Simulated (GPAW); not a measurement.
# Quasiparticle gap of Cs3Bi (Fm-3m) in GPAW

How does a plane-wave GW calculation on Cs3Bi (Fm-3m) run from the first input to the gap?

Main program and level: GPAW 26.7.0; LDA and many-body steps on it, plane waves.

Report form: the programs' logs are mostly left out.

## 1. Starting point

Symmetry: Fm-3m, No. 225, cubic system. The conventional cell has a = 9.393 Å, b = 9.393 Å, c = 9.393 Å, α = 90.00°, β = 90.00°, γ = 90.00°. Nearest to Cs lie 4 Cs at 4.07 Å and 4 Bi at 4.07 Å. Nearest to Cs lie 8 Cs at 4.07 Å. Nearest to Bi lie 8 Cs at 4.07 Å. Farther neighbours are not listed.

Structure file:

```
Cs Bi
1.0
     0.00000    4.69659    4.69659
     4.69659    0.00000    4.69659
     4.69659    4.69659    0.00000
Cs Bi
3 1
Cartesian
  2.3483 2.3483 2.3483
  7.0449 7.0449 7.0449
  4.6966 4.6966 4.6966
  0.0000 0.0000 0.0000
```

The cell and positions are those that the Materials Project relaxed with its own functionals (PBE, PBE+U or r2SCAN), kept fixed. Spin-orbit coupling is left out unless a step names it.

## 2. Ground state

This step: GPAW 26.7.0; DFT, LDA, plane waves, PAW.

The ground-state density comes first.

The input, run.py:

```python
import json
import numpy as np
from gpaw.mpi import world
from ase import Atoms
from gpaw import GPAW, PW, FermiDirac

atoms = Atoms(['Cs', 'Cs', 'Cs', 'Bi'],
    cell=[[0.0000000000, 4.6965938250, 4.6965938250],
      [4.6965938250, 0.0000000000, 4.6965938250],
      [4.6965938250, 4.6965938250, 0.0000000000]],
    scaled_positions=[[0.2500000000, 0.2500000000, 0.2500000000],
      [0.7500000000, 0.7500000000, 0.7500000000],
      [0.5000000000, 0.5000000000, 0.5000000000],
      [0.0000000000, 0.0000000000, 0.0000000000]],
    pbc=(True, True, True))
calc = GPAW(mode=PW(450),
    xc='LDA',
    kpts={'size': (4, 4, 4), 'gamma': True},
    occupations=FermiDirac(0.001),
    nbands=-8,
    convergence={'density': 1e-6, 'bands': -3},
    maxiter=100,
    txt='gs.txt')
atoms.calc = calc
res = {'energy': atoms.get_potential_energy()}
kpts = calc.get_ibz_k_points()
res['kpts'] = kpts
res['eigenvalues'] = [calc.get_eigenvalues(kpt=k) for k in range(len(kpts))]
res['n_electrons'] = calc.get_number_of_electrons()
calc.write('gs.gpw')

if world.rank == 0:
    with open('result.json', 'w') as f:
        json.dump(res, f, default=lambda x: x.tolist())
```

The run is started by

```bash
> mpirun -n 4 gpaw python run.py
```

It took 14 s on 4 MPI ranks of Arm Neoverse V1, shared host; peak memory 0.81 GiB.

Numbers from this step:

```yaml
total_energy: -10.02 eV
gap: 0.1235 eV
k_of_the_valence_top: 0.5, 0.5, 0
k_of_the_conduction_bottom: 0, 0, 0
least_direct_gap: 0.5003 eV
```

The gap is indirect, with the least direct gap 0.38 eV higher.

## 3. Empty states on the mesh, 2×2×2 mesh, 176 bands

The sums over transitions need many empty states on a uniform mesh; this step solves for them.

The input, run.py:

```python
import json
import numpy as np
from gpaw.mpi import world
from gpaw import GPAW

calc = GPAW('gs.gpw').fixed_density(kpts={'size': (2, 2, 2), 'gamma': True},
    nbands=205,
    convergence={'bands': 176},
    txt='nscf.txt')
calc.write('full.gpw', mode='all')
res = {}
kpts = calc.get_ibz_k_points()
res['kpts'] = kpts
res['eigenvalues'] = [calc.get_eigenvalues(kpt=k) for k in range(len(kpts))]
res['n_electrons'] = calc.get_number_of_electrons()

if world.rank == 0:
    with open('result.json', 'w') as f:
        json.dump(res, f, default=lambda x: x.tolist())
```

The run is started by

```bash
> mpirun -n 4 gpaw python run.py
```

The job ended after 37 s (4 MPI ranks; peak memory 0.81 GiB).

Numbers from this step:

| Quantity | Value |
| --- | --- |
| gap | 0.1235 eV |
| k of the valence top | 0.5, 0.5, 0 |
| k of the conduction bottom | 0, 0, 0 |
| least direct gap | 0.5003 eV |
| k points computed | 3 |
| lowest point of the top converged band, above the valence top | 41.20 eV |

On this mesh the gap is 0.124 eV.

## 4. Screening and self-energy, 2×2×2 mesh, 166 bands, screening to 50 eV

G0W0 replaces the xc potential by the self-energy, built once from these orbitals. Only a window of levels is corrected, while the sums run over the empty bands that the input names.

This step: G0W0 on LDA, plane waves, PAW.

The input, run.py:

```python
import json
import numpy as np
from gpaw.mpi import world
from gpaw.response.g0w0 import G0W0

gw = G0W0('full.gpw',
    filename='gw',
    kpts=[0, 1],
    bands=(19, 23),
    ecut=50,
    nbands=166,
    integrate_gamma='WS',
    ppa=True)
gw.calculate()
res = {mode: {k: v for k, v in r.items() if k != 'sigma_eskwn'}
       for mode, r in gw.all_results.items()}

if world.rank == 0:
    with open('result.json', 'w') as f:
        json.dump(res, f, default=lambda x: x.tolist())
```

The run is started by

```bash
> mpirun -n 4 gpaw python run.py
```

It took 22 s on 4 MPI ranks; peak memory 1.5 GiB.

Numbers from this step:

* G0W0 gap on the points computed: 0.7529 eV
* least direct G0W0 gap on the computed points: 1.178 eV
* Z at the valence top: 0.7767
* Z at the conduction bottom: 0.7963
* starting gap on the mesh: 0.1235 eV
* k of the valence top: 0.5, 0.5, 0
* k of the conduction bottom: 0, 0, 0

The gap on the mesh goes from 0.12 eV to 0.75 eV, a correction of +0.63 eV.

Limits: finite bands, cutoff and mesh; model gap, bands may invert with spin-orbit coupling; no spin-orbit coupling; coarse k mesh. v1 is the top filled band, c1 the lowest empty one. Levels before and after the correction, in eV, zero at the valence-band top of each column:

|  | conduction bottom | valence top |
| --- | --- | --- |
| Kohn-Sham | 0.12 | 0.00 |
| G0W0 | 0.75 | 0.00 |

|  | level | energy (eV) |
| --- | --- | --- |
| Kohn-Sham | Γ v2-v1 | -0.377 |
| Kohn-Sham | Γ c1 | 0.124 |
| Kohn-Sham | Γ c2 | 1.135 |
| Kohn-Sham | (0.5 0.5 0) v2-v1 | 0.000 |
| Kohn-Sham | (0.5 0.5 0) c1 | 1.010 |
| Kohn-Sham | (0.5 0.5 0) c2 | 1.224 |
| G0W0 | Γ v2-v1 | -0.426 |
| G0W0 | Γ c1 | 0.753 |
| G0W0 | Γ c2 | 1.657 |
| G0W0 | (0.5 0.5 0) v2-v1 | 0.000 |
| G0W0 | (0.5 0.5 0) c1 | 1.574 |
| G0W0 | (0.5 0.5 0) c2 | 1.827 |

## 5. Where the time went

Times are wall times on 4 MPI ranks of Arm Neoverse V1, shared host, good to a factor of about two.

| step | time | share | memory (GiB) |
| --- | --- | --- | --- |
| ground state | 14 s | 20 % | 0.81 |
| empty states on the mesh | 37 s | 51 % | 0.81 |
| screening and self-energy | 22 s | 30 % | 1.5 |

## 6. What came out

```json
{"LDA gap": "0.12 eV, indirect", "G0W0 gap on the mesh": "0.75 eV", "GW settings": "2×2×2 mesh, 166 bands, screening to 50 eV, Godby-Needs plasmon pole", "known limits": "not at the basis limit; model gap, bands may invert with spin-orbit coupling; no spin-orbit coupling; coarse k mesh"}
```

What this shows: G0W0 moves the gap on the mesh from 0.12 eV to 0.75 eV (+0.63 eV), with Z of 0.78 and 0.80 at the edges. Only 2 of the mesh's irreducible points were corrected, so a valley elsewhere could overtake. The dearest step here is «empty states on the mesh». Bands and cutoff are finite, so the gap is not at the basis limit. The miss can reach some tenths of an eV and take either sign; the mesh is an error of its own. These stock PAW sets were not made for GW. In the G0W0 run levels were corrected at 2 k points alone, so a gap called «on the mesh» is the least over those, and an edge elsewhere would be missed. The 2×2×2 mesh is coarse for this cell, which bears on the long-range parts of exchange and screening. Where an edge is built on 6p states of lead, bismuth or thallium, scalar-relativistic gaps usually stand too wide, by a few tenths to over one eV. With atoms this heavy and so narrow a gap, spin-orbit coupling can invert the bands. These scalar-relativistic gaps are then model values, not to be set against experiment, and a spin-orbit change taken from DFT can't simply be added.

[Paths, hosts, dates, memory and timing lines, banners, echoed tables and standing remarks are left out of the program output.]

[Logs are printed without paths, hosts, clocks, repeated set-up lines and the standing remarks that a program may print on its own settings, such as how far it seeks lower states.]

[Runs of the session that timed out or met a known fault of the program may be left out.]

[Hosts, paths, dates, database ids (printed as entryN), source tags and the programs' standing remarks are cut or masked in the printed files.]
